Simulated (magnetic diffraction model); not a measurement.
## TbTiGa below its ordering temperature

Space group Pnma (no. 62), a = 6.8460 Å, b = 4.3890 Å, c = 7.5830 Å.

```
site  atom       x    y       z
  4c    Tb  0.0215  3/4  0.3026
  4c    Ga  0.6733  3/4  0.5882
  4c    Ti  0.7816  3/4  0.8946
```

This is a made-up structure (elements placed in a structure type, unrelaxed), so the numbers test the method and describe no known phase.

Only Tb is taken to order (form factors of Tb3+); orders and moment sizes are assumed, and not adapted to the symmetry. Radiation: neutrons of λ = 2.567 Å, 3° to 70°; isotropic B of 0.1 Å² (Tb), 0.18 Å² (Ga) and 0.18 Å² (Ti). Simulated constant-wavelength pattern: nuclear and magnetic terms add, the magnetic one as |2.695 fm × Σ f S⊥ exp(2πi Q·r) exp(−B s²)|², summed over all Q at one angle with the factor 1/(sin²θ cos θ). For collinear order S is the moment m, which repeats by lattice and centring translations R with the sign exp(−2πi k·R). Free-ion form factors, Sears's scattering lengths of 1992, no absorption; a label names one of the reflections at its angle. The strongest nuclear line in the range is 100, and lines under 0.2 are left out.

Above the ordering temperature:

```csv
2θ (°),index,I
39.50,(0 1 1),29.1
39.57,(0 0 2),6.1
44.04,(2 0 0),16.3
45.46,(1 1 1),100.0
45.53,(1 0 2),76.0
48.59,(2 0 1),3.2
56.79,(2 1 0),48.6
58.03,(1 1 2),51.3
60.63,(2 1 1),49.6
60.69,(2 0 2),22.9
65.54,(1 0 3),16.9
```

Below it (cell unchanged):

| 2θ (°) | I |
| --- | --- |
| 19.49 | 423.3 |
| 29.26 | 0.9 |
| 34.01 | 332.5 |
| 39.50 | 29.1 |
| 39.57 | 6.1 |
| 44.04 | 23.8 |
| 45.46 | 158.4 |
| 45.53 | 138.4 |
| 48.59 | 140.7 |
| 53.15 | 108.8 |
| 56.79 | 196.4 |
| 58.03 | 53.2 |
| 60.63 | 66.5 |
| 60.69 | 27.2 |
| 61.03 | 12.7 |
| 65.54 | 17.8 |

**Question.** Find the propagation vector, then choose among these models:
A. collinear moments along [101], 8.7 μB on Tb; signs + at (0.0215, 3/4, 0.3026), + at (0.4785, 1/4, 0.8026), − at (0.5215, 3/4, 0.1974), − at (0.9785, 1/4, 0.6974)
B. collinear moments along [001], 8.7 μB on Tb; signs + at (0.0215, 3/4, 0.3026), + at (0.4785, 1/4, 0.8026), − at (0.5215, 3/4, 0.1974), − at (0.9785, 1/4, 0.6974)
C. collinear moments along [001], 8.7 μB on Tb; signs + at (0.0215, 3/4, 0.3026), − at (0.4785, 1/4, 0.8026), + at (0.5215, 3/4, 0.1974), − at (0.9785, 1/4, 0.6974)
D. collinear moments along [101], 8.7 μB on Tb; signs + at (0.0215, 3/4, 0.3026), − at (0.4785, 1/4, 0.8026), + at (0.5215, 3/4, 0.1974), − at (0.9785, 1/4, 0.6974)

No line moves, and magnetic intensity falls on nuclear lines such as the one at 56.79°; new lines at (0 0 1), (1 0 1) and (0 1 0) have whole indices that obey the lattice centring, at places with no nuclear intensity to speak of, so the magnetic cell equals the chemical primitive cell: k = 0.

Magnetic intensity, observed (below minus above) and for each model:

| 2θ (°) | index | observed | A | B | C | D |
| --- | --- | --- | --- | --- | --- | --- |
| 19.49 | (0 0 1) | 423.3 | <0.2 | <0.2 | <0.2 | 423.3 |
| 29.26 | (1 0 1) | 0.9 | 404.5 | 441.2 | 1.0 | 0.9 |
| 34.01 | (0 1 0) | 332.5 | <0.2 | <0.2 | 332.5 | 332.5 |
| 40.65 | (1 1 0) | <0.2 | 388.4 | 446.8 | <0.2 | <0.2 |
| 48.59 | (2 0 1) | 137.5 | 1.2 | 1.9 | 214.0 | 137.5 |
| 53.15 | (0 1 2) | 108.8 | <0.2 | <0.2 | 67.9 | 108.8 |
| 56.79 | (2 1 0) | 147.8 | <0.2 | <0.2 | 205.0 | 147.8 |
| 58.03 | (1 1 2) | 1.9 | 171.2 | 132.2 | 1.5 | 1.9 |

Model D matches.

The structure used: k = (0 0 0), collinear moments along [101], 8.7 μB on Tb; signs + at (0.0215, 3/4, 0.3026), − at (0.4785, 1/4, 0.8026), + at (0.5215, 3/4, 0.1974), − at (0.9785, 1/4, 0.6974).

[Logs are printed without paths, hosts, clocks, repeated set-up lines and the standing remarks that a program may print on its own settings, such as how far it seeks lower states.]
